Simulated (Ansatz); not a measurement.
**The perfect C wire along [100], 25 atoms a period, H-terminated**

Aim: is the C wire along [100], 25 atoms a period, H-terminated a metal or a semiconductor?

Method: DFT PBE, plane waves, PAW; relaxation of a wire's period; PAW set soft_1, in the first sound run; inputs show where later runs differ, in Ansatz 0.2.0.

### Step 1. Starting point

The cell holds 45 atoms: 25 C and 20 H. Its edges and angles: a = 15.233 Å, b = 15.233 Å, c = 3.570 Å, α = 90.0°, β = 90.0°, γ = 90.0°. Vacuum lies along a and b. The structure's axis is c.

### Step 2. Relaxing the period

Band widths follow the bond lengths, so the wire is relaxed first. The atoms and the third cell vector are free; the box across stays fixed as vacuum. A Fermi-Dirac smearing is set since the result may be a metal. The pressure printed is a third of the stress's trace over the whole box, vacuum included; only the stress along the axis is relaxed.

File input.yaml:

```yaml
crystal:
  lattice:
    - [15.233, 0.0, 0.0]
    - [0.0, 15.233, 0.0]
    - [0.0, 0.0, 3.57]
  atoms:
    - { symbol: C, position: [0.265649071, 0.500008685, 0.0] }
    - { symbol: C, position: [0.382828878, 0.382828878, 0.0] }
    - { symbol: C, position: [0.382828878, 0.617188492, 0.0] }
    - { symbol: C, position: [0.500008685, 0.265649071, 0.0] }
    - { symbol: C, position: [0.500008685, 0.500008685, 0.0] }
    - { symbol: C, position: [0.500008685, 0.734368299, 0.0] }
    - { symbol: C, position: [0.617188492, 0.382828878, 0.0] }
    - { symbol: C, position: [0.617188492, 0.617188492, 0.0] }
    - { symbol: C, position: [0.734368299, 0.500008685, 0.0] }
    - { symbol: H, position: [0.223199632, 0.457559246, 0.181129496] }
    - { symbol: H, position: [0.340379439, 0.340379439, 0.181129496] }
    - { symbol: H, position: [0.457559246, 0.223199632, 0.181129496] }
    - { symbol: H, position: [0.542458124, 0.776817738, 0.181129496] }
    - { symbol: H, position: [0.659637931, 0.659637931, 0.181129496] }
    - { symbol: H, position: [0.776817738, 0.542458124, 0.181129496] }
    - { symbol: C, position: [0.324238975, 0.558598589, 0.25] }
    - { symbol: C, position: [0.441418782, 0.441418782, 0.25] }
    - { symbol: C, position: [0.441418782, 0.675778396, 0.25] }
    - { symbol: C, position: [0.558598589, 0.324238975, 0.25] }
    - { symbol: C, position: [0.558598589, 0.558598589, 0.25] }
    - { symbol: C, position: [0.675778396, 0.441418782, 0.25] }
    - { symbol: H, position: [0.281789536, 0.601048028, 0.431129496] }
    - { symbol: H, position: [0.398969343, 0.718227835, 0.431129496] }
    - { symbol: H, position: [0.601048028, 0.281789536, 0.431129496] }
    - { symbol: H, position: [0.718227835, 0.398969343, 0.431129496] }
    - { symbol: C, position: [0.382828878, 0.500008685, 0.5] }
    - { symbol: C, position: [0.500008685, 0.382828878, 0.5] }
    - { symbol: C, position: [0.500008685, 0.617188492, 0.5] }
    - { symbol: C, position: [0.617188492, 0.500008685, 0.5] }
    - { symbol: H, position: [0.281789536, 0.398969343, 0.568870504] }
    - { symbol: H, position: [0.398969343, 0.281789536, 0.568870504] }
    - { symbol: H, position: [0.601048028, 0.718227835, 0.568870504] }
    - { symbol: H, position: [0.718227835, 0.601048028, 0.568870504] }
    - { symbol: C, position: [0.324238975, 0.441418782, 0.75] }
    - { symbol: C, position: [0.441418782, 0.324238975, 0.75] }
    - { symbol: C, position: [0.441418782, 0.558598589, 0.75] }
    - { symbol: C, position: [0.558598589, 0.441418782, 0.75] }
    - { symbol: C, position: [0.558598589, 0.675778396, 0.75] }
    - { symbol: C, position: [0.675778396, 0.558598589, 0.75] }
    - { symbol: H, position: [0.223199632, 0.542458124, 0.818870504] }
    - { symbol: H, position: [0.340379439, 0.659637931, 0.818870504] }
    - { symbol: H, position: [0.457559246, 0.776817738, 0.818870504] }
    - { symbol: H, position: [0.542458124, 0.223199632, 0.818870504] }
    - { symbol: H, position: [0.659637931, 0.340379439, 0.818870504] }
    - { symbol: H, position: [0.776817738, 0.457559246, 0.818870504] }
kpoints:
  mp_grid: { grid: [1, 1, 23] }
scf:
  occupations: { method: fermi_dirac, width: 0.05 }
hamiltonian:
  xc: pbe
  pseudopotentials: { kind: paw, azcp: { folder: soft_1 } }
relax:
  cell: { fix: [a, b, alpha, beta, gamma] }
  max_steps: 45
  f_tol: 0.03
```

Launch:

```
> ansatz run input.yaml --threads 4 --pin off --max-ram 16384MiB --backend cpu --events-out ev --progress --plain --runs-dir out
```

Numbers of over 12 decimals in the logs are rounded to 6 here.

The log of the run:

```text
Engine: ansatz 0.2.0, aarch64-unknown-linux-gnu
Pseudopotentials: kind: paw
Pseudopotential: C, paw, valence charge 4, recommended cutoff 420 eV (normal), soft_1/C.paw.azcp
Pseudopotential: H, paw, valence charge 1, recommended cutoff 420 eV (normal), soft_1/H.paw.azcp
Functional definition: PBE
  parameter kappa = 0.804
  parameter beta = 0.066725
  exchange = pbe_x(kappa = kappa, mu = beta*pi^2/3)
  correlation = pbe_c(beta = beta)
Crystal: 45 atoms, lattice volume = 828.398 Å³
Basis set: ecut = 420 eV, 16043 PW (Γ), exchange–correlation on 216×216×48 points (8 copies of the dense FFT grid, shifted against one another)
Bands: 105, of which v1, the nominal top of the filled ones, is band 60 counted from 1 (59 counted from 0)
Symmetry: 8 space group operations
Space group: P-42m (ITA 111), of the structure as read, at distance tolerance 9.4e-5 Å
k-points: 12 of 23
Non-local potential: C, projectors of the file, l = 0: 2, l = 1: 2, l = 2: 1
Non-local potential: H, projectors of the file, l = 0: 2, l = 1: 1
PAW form: soft (Blöchl's): semilocal exchange-correlation on the pseudo side does not see the compensation charge
PAW one-centre angular grid: C, 110 points (default); XC on 64 Gauss nodes
PAW one-centre angular grid: H, 110 points (default); XC on 64 Gauss nodes
Initial density: superposition of atomic densities (neutral atoms: chi_scale 0, normalization atom)
Initial wavefunctions: pseudopotential atomic-orbital guess
Functional: x = pbe(κ = 0.804, μ = 0.219515), c = pbe(β = 0.066725)
SCF iter   1: F=—  HF=-6610.549198 eV  |F-HF|=—  |Δ(HF+E_count)|=         —  Δρ=7.67e-2  dr2=5.33e1  ethr=3.10e-3  ⟨swp⟩=7.6  Hψ=6837  notcnv=0  defer=218
preconditioner: auto → Resta (q_TF=auto, 1.977 Å⁻¹)  ε∞=1.7  [insulator: Δε(μ)=6.636 eV  Ē_g=17.023 eV  σ=0.050 eV  W_gap=1.00  n_scr=94 (ndim 8)  ℏωp=14.1 eV  f_vac=0.606  D(μ)=0.00/eV (n_scr^D=0)  ε∞_Penn≈1.7  vacuum switching on, ρ_ref=2.1e-2 e/Å³]
SCF iter   2: F=—  HF=-6594.115518 eV  |F-HF|=—  |Δ(HF+E_count)|=    1.64e1  Δρ=3.50e-2  dr2=6.63e0  ethr=3.10e-3  ⟨swp⟩=4.4  Hψ=2859  notcnv=0  defer=476
SCF iter   3: F=—  HF=-6592.349677 eV  |F-HF|=—  |Δ(HF+E_count)|=    1.77e0  Δρ=9.25e-3  dr2=7.75e-1  ethr=3.10e-3  ⟨swp⟩=3.0  Hψ=1361  notcnv=0  defer=476
SCF iter   4: F=—  HF=-6592.224019 eV  |F-HF|=—  |Δ(HF+E_count)|=   1.26e-1  Δρ=2.45e-3  dr2=1.04e-1  ethr=6.46e-4  ⟨swp⟩=3.4  Hψ=2256  notcnv=0  defer=476
SCF iter   5: F=—  HF=-6592.208003 eV  |F-HF|=—  |Δ(HF+E_count)|=   1.60e-2  Δρ=8.67e-4  dr2=3.46e-3  ethr=8.69e-5  ⟨swp⟩=2.0  Hψ=1322  notcnv=0  defer=476
SCF iter   6: F=—  HF=-6592.210585 eV  |F-HF|=—  |Δ(HF+E_count)|=   2.58e-3  Δρ=2.21e-4  dr2=1.71e-4  ethr=2.88e-6  ⟨swp⟩=2.0  Hψ=1495  notcnv=0  defer=476
SCF iter   7: F=—  HF=-6592.210879 eV  |F-HF|=—  |Δ(HF+E_count)|=   2.94e-4  Δρ=5.49e-5  dr2=2.39e-5  ethr=1.43e-7  ⟨swp⟩=2.0  Hψ=1504  notcnv=0  defer=476
SCF iter   8: F=—  HF=-6592.211464 eV  |F-HF|=—  |Δ(HF+E_count)|=   5.84e-4  Δρ=1.18e-5  dr2=6.08e-7  ethr=1.99e-8  ⟨swp⟩=2.0  Hψ=1917  notcnv=0  defer=476
SCF iter   9: F=-6592.211464 eV  HF=-6592.211464 eV  |F-HF|=7.62e-10  |Δ(HF+E_count)|=   6.54e-7  Δρ=2.25e-6  dr2=3.55e-8  ethr=8.33e-11  ⟨swp⟩=5.0  Hψ=3945  notcnv=0
SCF 1 converged in 9 iterations: F = -6592.211464 eV  dr2 = 3.55e-8
  greatest PAW one-centre occupation: 0.649 electrons in one spin orbital (limit 2), on the C atom at site 3 (counted from 0), in its partial waves of l = 0
relax step   1: F+E_penalty+E_count = -6592.21146418 eV  Δ(F+E_penalty+E_count) = +0.000e0 eV  max|allowed force component| = 7.015e-1 eV/Å  Δτ_max = 0.0000 Å  P = -0.187 GPa  Ω = 828.398 Å³  fix = [a, b, alpha, beta, gamma]  reactions: a -0.846, b -0.846 GPa  (9 SCF iters, dr2 threshold 1.00e-7 eV, accepted)
Crystal: 45 atoms, lattice volume = 859.259 Å³
Basis set: ecut = 420 eV, 16837 PW (Γ), exchange–correlation on 216×216×48 points (8 copies of the dense FFT grid, shifted against one another)
Initial density: handed on by an earlier stage of this run
Initial wavefunctions: those handed on with the density
iter 1 solved again at ethr=4.43e-4 eV; its pass at ethr=3.10e-3 eV (dr2=5.32e-1 eV) is discarded
SCF iter   1: F=—  HF=-6592.799898 eV  |F-HF|=—  |Δ(HF+E_count)|=         —  Δρ=1.17e-2  dr2=5.53e-1  ethr=4.43e-4  ⟨swp⟩=6.4  Hψ=6853  notcnv=0  defer=4
preconditioner: auto → Resta (q_TF=auto, 1.965 Å⁻¹)  ε∞=1.9  [insulator: Δε(μ)=3.145 eV  Ē_g=14.712 eV  σ=0.050 eV  W_gap=1.00  n_scr=110 (ndim 8)  ℏωp=13.9 eV  f_vac=0.660  D(μ)=0.00/eV (n_scr^D=0)  ε∞_Penn≈1.9  vacuum switching on, ρ_ref=1.6e-2 e/Å³]
SCF iter   2: F=—  HF=-6592.743153 eV  |F-HF|=—  |Δ(HF+E_count)|=   5.67e-2  Δρ=5.35e-3  dr2=8.96e-2  ethr=4.43e-4  ⟨swp⟩=2.7  Hψ=2128  notcnv=0  defer=152
SCF iter   3: F=—  HF=-6592.756630 eV  |F-HF|=—  |Δ(HF+E_count)|=   1.35e-2  Δρ=1.47e-3  dr2=8.53e-3  ethr=7.46e-5  ⟨swp⟩=2.8  Hψ=2004  notcnv=0  defer=234
SCF iter   4: F=—  HF=-6592.758471 eV  |F-HF|=—  |Δ(HF+E_count)|=   1.84e-3  Δρ=1.72e-4  dr2=2.19e-4  ethr=7.11e-6  ⟨swp⟩=2.2  Hψ=1695  notcnv=0  defer=234
SCF iter   5: F=—  HF=-6592.758968 eV  |F-HF|=—  |Δ(HF+E_count)|=   4.96e-4  Δρ=6.47e-5  dr2=3.86e-5  ethr=1.82e-7  ⟨swp⟩=2.0  Hψ=1739  notcnv=0  defer=234
SCF iter   6: F=-6592.758968 eV  HF=-6592.758967 eV  |F-HF|=6.58e-7  |Δ(HF+E_count)|=   4.67e-7  Δρ=1.42e-5  dr2=1.28e-6  ethr=3.75e-9  ⟨swp⟩=3.0  Hψ=4298  notcnv=0
SCF 2 converged in 6 iterations: F = -6592.758968 eV  dr2 = 1.28e-6
  greatest PAW one-centre occupation: 0.652 electrons in one spin orbital (limit 2), on the C atom at site 8 (counted from 0), in its partial waves of l = 0
relax step   2: F+E_penalty+E_count = -6592.75896782 eV  Δ(F+E_penalty+E_count) = -5.475e-1 eV  max|allowed force component| = 4.256e-1 eV/Å  Δτ_max = 0.1162 Å  P = -0.297 GPa  Ω = 859.259 Å³  energy of the carried Pulay correction = -2.601e-2 eV  fix = [a, b, alpha, beta, gamma]  reactions: a +0.077, b +0.077 GPa  (6 SCF iters, dr2 threshold 4.50e-6 eV, accepted)
Crystal: 45 atoms, lattice volume = 851.733 Å³
Basis set: ecut = 420 eV, 16613 PW (Γ), exchange–correlation on 216×216×48 points (8 copies of the dense FFT grid, shifted against one another)
iter 1 solved again at ethr=2.88e-5 eV; its pass at ethr=3.10e-3 eV (dr2=3.45e-2 eV) is discarded
SCF iter   1: F=—  HF=-6592.878881 eV  |F-HF|=—  |Δ(HF+E_count)|=         —  Δρ=2.96e-3  dr2=3.55e-2  ethr=2.88e-5  ⟨swp⟩=5.3  Hψ=6359  notcnv=0
[...]
relax step   8: F+E_penalty+E_count = -6592.90665239 eV  Δ(F+E_penalty+E_count) = -4.545e-4 eV  max|allowed force component| = 3.000e-3 eV/Å  Δτ_max = 0.0000 Å  P = -0.001 GPa  Ω = 851.739 Å³  fix = [a, b, alpha, beta, gamma]  reactions: a -0.003, b -0.003 GPa  stress off target by 2.75e-3 GPa on what of the cell is left free  SCF on the basis re-selected at this cell (its energy is not comparable with the rows above)  (5 SCF iters)
basis re-selected at this cell: Δ(F+E_penalty+E_count) = -4.545e-4 eV, ΔP = +0.000 GPa vs the last step (what re-selecting the basis moved, of the pressure what is left beyond the Pulay correction that the steps carried, after the strain that the cell walked since its last selection, with what the two solves' SCF thresholds leave and, on support functions, any second-order correction that the steps lacked; it is no m [...]
SCF converged after 5 iterations
Free energy (F): -6592.906652 eV
Harris-Foulkes:  -6592.906652 eV  (|F-HF|=8.46e-8)
Internal energy: -6592.906652 eV  (E = F + TS)
E sigma→0 (E₀):  -6592.906652 eV
Fermi energy:    0.369188 eV
--- Per-component energies (eV) ---
  E_band       = -1027.084108
  E_kinetic    = 2511.902431
  E_local      = -46202.069146  (includes V_loc(G=0)·N_el)
  E_nonlocal   = 586.289922
  E_hartree    = 21992.251311
  E_xc         = -1368.251442
  E_vxc        = -1698.220581  (∫ρ·V_xc dr)
  E_paw        = -2512.682406  (= ΣΔE_a)
  E_vpaw       = -209.466959  (= ΣTr[D̂ρ^β])
  E_aug_tail   = -0.021761  (compensation charges beyond the density's cutoff)
  E_ewald      = 18399.674438
  E_smearing   = -0.000000  (= −TS)
  E_closure    = -0.000000  (closes the sum)
  Σ components = -6592.906652   (vs F -6592.906652, Δ=0.00e0)
--- Forces (eV/Å), atoms counted from 1 ---
  atom   1  C     -0.00038315    -0.00000000     0.00000000
  atom   2  C     -0.00109991    -0.00109991     0.00051264
  atom   3  C     -0.00109991     0.00109991    -0.00051264
  atom   4  C      0.00000000    -0.00038315     0.00000000
  atom   5  C      0.00000000     0.00000000     0.00000000
  atom   6  C      0.00000000     0.00038315     0.00000000
  atom   7  C      0.00109991    -0.00109991    -0.00051264
  atom   8  C      0.00109991     0.00109991     0.00051264
  atom   9  C      0.00038315     0.00000000     0.00000000
  atom  10  H      0.00033223     0.00082001     0.00025565
  atom  11  H     -0.00022024    -0.00022024    -0.00048677
  atom  12  H      0.00082001     0.00033223     0.00025565
  atom  13  H     -0.00082001    -0.00033223     0.00025565
  atom  14  H      0.00022024     0.00022024    -0.00048677
  atom  15  H     -0.00033223    -0.00082001     0.00025565
  atom  16  C     -0.00007066    -0.00060290     0.00004775
  atom  17  C      0.00145812     0.00145812    -0.00299964
  atom  18  C      0.00060290     0.00007066     0.00004775
  atom  19  C     -0.00060290    -0.00007066     0.00004775
  atom  20  C     -0.00145812    -0.00145812    -0.00299964
  atom  21  C      0.00007066     0.00060290     0.00004775
  atom  22  H      0.00016820    -0.00014247    -0.00050736
  atom  23  H      0.00014247    -0.00016820    -0.00050736
  atom  24  H     -0.00014247     0.00016820    -0.00050736
  atom  25  H     -0.00016820     0.00014247    -0.00050736
  atom  26  C      0.00047303    -0.00000000     0.00000000
  atom  27  C     -0.00000000     0.00047303     0.00000000
  atom  28  C     -0.00000000    -0.00047303     0.00000000
  atom  29  C     -0.00047303     0.00000000     0.00000000
  atom  30  H      0.00016820     0.00014247     0.00050736
  atom  31  H      0.00014247     0.00016820     0.00050736
  atom  32  H     -0.00014247    -0.00016820     0.00050736
  atom  33  H     -0.00016820    -0.00014247     0.00050736
  atom  34  C     -0.00007066     0.00060290    -0.00004775
  atom  35  C      0.00060290    -0.00007066    -0.00004775
  atom  36  C      0.00145812    -0.00145812     0.00299964
  atom  37  C     -0.00145812     0.00145812     0.00299964
  atom  38  C     -0.00060290     0.00007066    -0.00004775
  atom  39  C      0.00007066    -0.00060290    -0.00004775
  atom  40  H      0.00033223    -0.00082001    -0.00025565
  atom  41  H     -0.00022024     0.00022024     0.00048677
  atom  42  H      0.00082001    -0.00033223    -0.00025565
  atom  43  H     -0.00082001     0.00033223    -0.00025565
  atom  44  H      0.00022024    -0.00022024     0.00048677
  atom  45  H     -0.00033223     0.00082001    -0.00025565
  max |Σ_I F_I| component: 3.79e-19 eV/Å
--- Stress (GPa, compression-positive) ---
       -0.002529       0.000000       0.000000
        0.000000      -0.002529      -0.000000
        0.000000      -0.000000       0.002750
  P = ⅓ Tr σ = -0.0008 GPa (-0.008 kbar)
--- Relaxed structure (6 steps of the walk, 6 accepted, 2 SCFs on fresh bases) ---
  F+E_penalty+E_count = -6592.90665239 eV   max|allowed force component| = 3.000e-3 eV/Å   (the final SCF, on the basis selected at the relaxed cell)
  cell:  # Å, volume = 851.7394 Å³
    - [15.233, 0.0, 0.0]
    - [0.0, 15.233, 0]
    - [0.0, 0, 3.670590]
  atoms:
    - { symbol: C, position: [0.266804, 0.500009, -9.701466685016573e-19] }
    - { symbol: C, position: [0.384170, 0.384170, -0.00719459] }
    - { symbol: C, position: [0.384170, 0.615848, 0.00719459] }
    - { symbol: C, position: [0.500009, 0.266804, -9.701466685016573e-19] }
    - { symbol: C, position: [0.500009, 0.500009, -9.701466685016577e-19] }
    - { symbol: C, position: [0.500009, 0.733213, -9.70146668501658e-19] }
    - { symbol: C, position: [0.615848, 0.384170, 0.00719459] }
    - { symbol: C, position: [0.615848, 0.615848, -0.00719459] }
    - { symbol: C, position: [0.733213, 0.500009, -9.70146668501658e-19] }
    - { symbol: H, position: [0.223134, 0.458259, 0.164230] }
    - { symbol: H, position: [0.340996, 0.340996, 0.153207] }
    - { symbol: H, position: [0.458259, 0.223134, 0.164230] }
    - { symbol: H, position: [0.541758, 0.776883, 0.164230] }
    - { symbol: H, position: [0.659022, 0.659022, 0.153207] }
    - { symbol: H, position: [0.776883, 0.541758, 0.164230] }
    - { symbol: C, position: [0.324884, 0.557348, 0.243580] }
    - { symbol: C, position: [0.441034, 0.441034, 0.251821] }
    - { symbol: C, position: [0.442669, 0.675133, 0.243580] }
    - { symbol: C, position: [0.557348, 0.324884, 0.243580] }
    - { symbol: C, position: [0.558984, 0.558984, 0.251821] }
    - { symbol: C, position: [0.675133, 0.442669, 0.243580] }
    - { symbol: H, position: [0.282453, 0.600909, 0.404862] }
    - { symbol: H, position: [0.399108, 0.717564, 0.404862] }
    - { symbol: H, position: [0.600909, 0.282453, 0.404862] }
    - { symbol: H, position: [0.717564, 0.399108, 0.404862] }
    - { symbol: C, position: [0.381899, 0.500009, 0.5] }
    - { symbol: C, position: [0.500009, 0.381899, 0.5] }
    - { symbol: C, position: [0.500009, 0.618119, 0.5] }
    - { symbol: C, position: [0.618119, 0.500009, 0.5] }
    - { symbol: H, position: [0.282453, 0.399108, 0.595138] }
    - { symbol: H, position: [0.399108, 0.282453, 0.595138] }
    - { symbol: H, position: [0.600909, 0.717564, 0.595138] }
    - { symbol: H, position: [0.717564, 0.600909, 0.595138] }
    - { symbol: C, position: [0.324884, 0.442669, 0.756420] }
    - { symbol: C, position: [0.442669, 0.324884, 0.756420] }
    - { symbol: C, position: [0.441034, 0.558984, 0.748179] }
    - { symbol: C, position: [0.558984, 0.441034, 0.748179] }
    - { symbol: C, position: [0.557348, 0.675133, 0.756420] }
    - { symbol: C, position: [0.675133, 0.557348, 0.756420] }
    - { symbol: H, position: [0.223134, 0.541758, 0.835770] }
    - { symbol: H, position: [0.340996, 0.659022, 0.846793] }
    - { symbol: H, position: [0.458259, 0.776883, 0.835770] }
    - { symbol: H, position: [0.541758, 0.223134, 0.835770] }
    - { symbol: H, position: [0.659022, 0.340996, 0.846793] }
    - { symbol: H, position: [0.776883, 0.458259, 0.835770] }
```

The job ended after 4.2 min (4 threads of Arm Neoverse V1, shared host; peak memory 2.3 GiB).

Relaxation path:

```
step  energy less that of the first step (eV)  largest force component (eV/Å)  pressure (GPa)  volume (Å³)
   1                                   0.0000                          0.7015           -0.19       828.40
   2                                  -0.5475                          0.4256           -0.30       859.26
   3                                  -0.6644                          0.1315           -0.13       851.73
   4                                  -0.6689                          0.0471           -0.05       851.10
   5                                  -0.6694                          0.0106           -0.01       851.15
  6*                                  -0.6951                          0.0126            0.04       851.15
   7                                  -0.6947                          0.0030            0.00       851.74
  8*                                  -0.6952                          0.0030            0.00       851.74
```

Relaxation steps marked * repeat the geometry before them on a plane-wave basis chosen anew for their cell, so energy and pressure can jump there.

The run keeps the 8 symmetry operations that it works with, so distortions that break them were not tested.

```
cell as run  before  after  change
      c (Å)   3.570  3.671  +2.8 %
```

The atoms that moved most (Å, along periodic axes as changes of fractional coordinates times the final cell, across vacuum about the mean position):

```
atom      dx      dy      dz  length
 H11   0.009   0.009  -0.102   0.103
 H44  -0.009   0.009   0.102   0.103
 H41   0.009  -0.009   0.102   0.103
 H14  -0.009  -0.009  -0.102   0.103
 H32  -0.002  -0.010   0.096   0.097
 H33  -0.010  -0.002   0.096   0.097
 H25  -0.010   0.002  -0.096   0.097
 H23   0.002  -0.010  -0.096   0.097
```

Numbers from this step:

```
cell length along the wire : 3.671 Å
```

The cell's length comes to 3.671 Å with spin left out.

[end of part 1 of 3]

[Logs are printed without paths, hosts, clocks, repeated set-up lines and the standing remarks that a program may print on its own settings, such as how far it seeks lower states.]

[Hosts, paths, dates, database ids (printed as entryN), source tags and the programs' standing remarks are cut or masked in the printed files.]
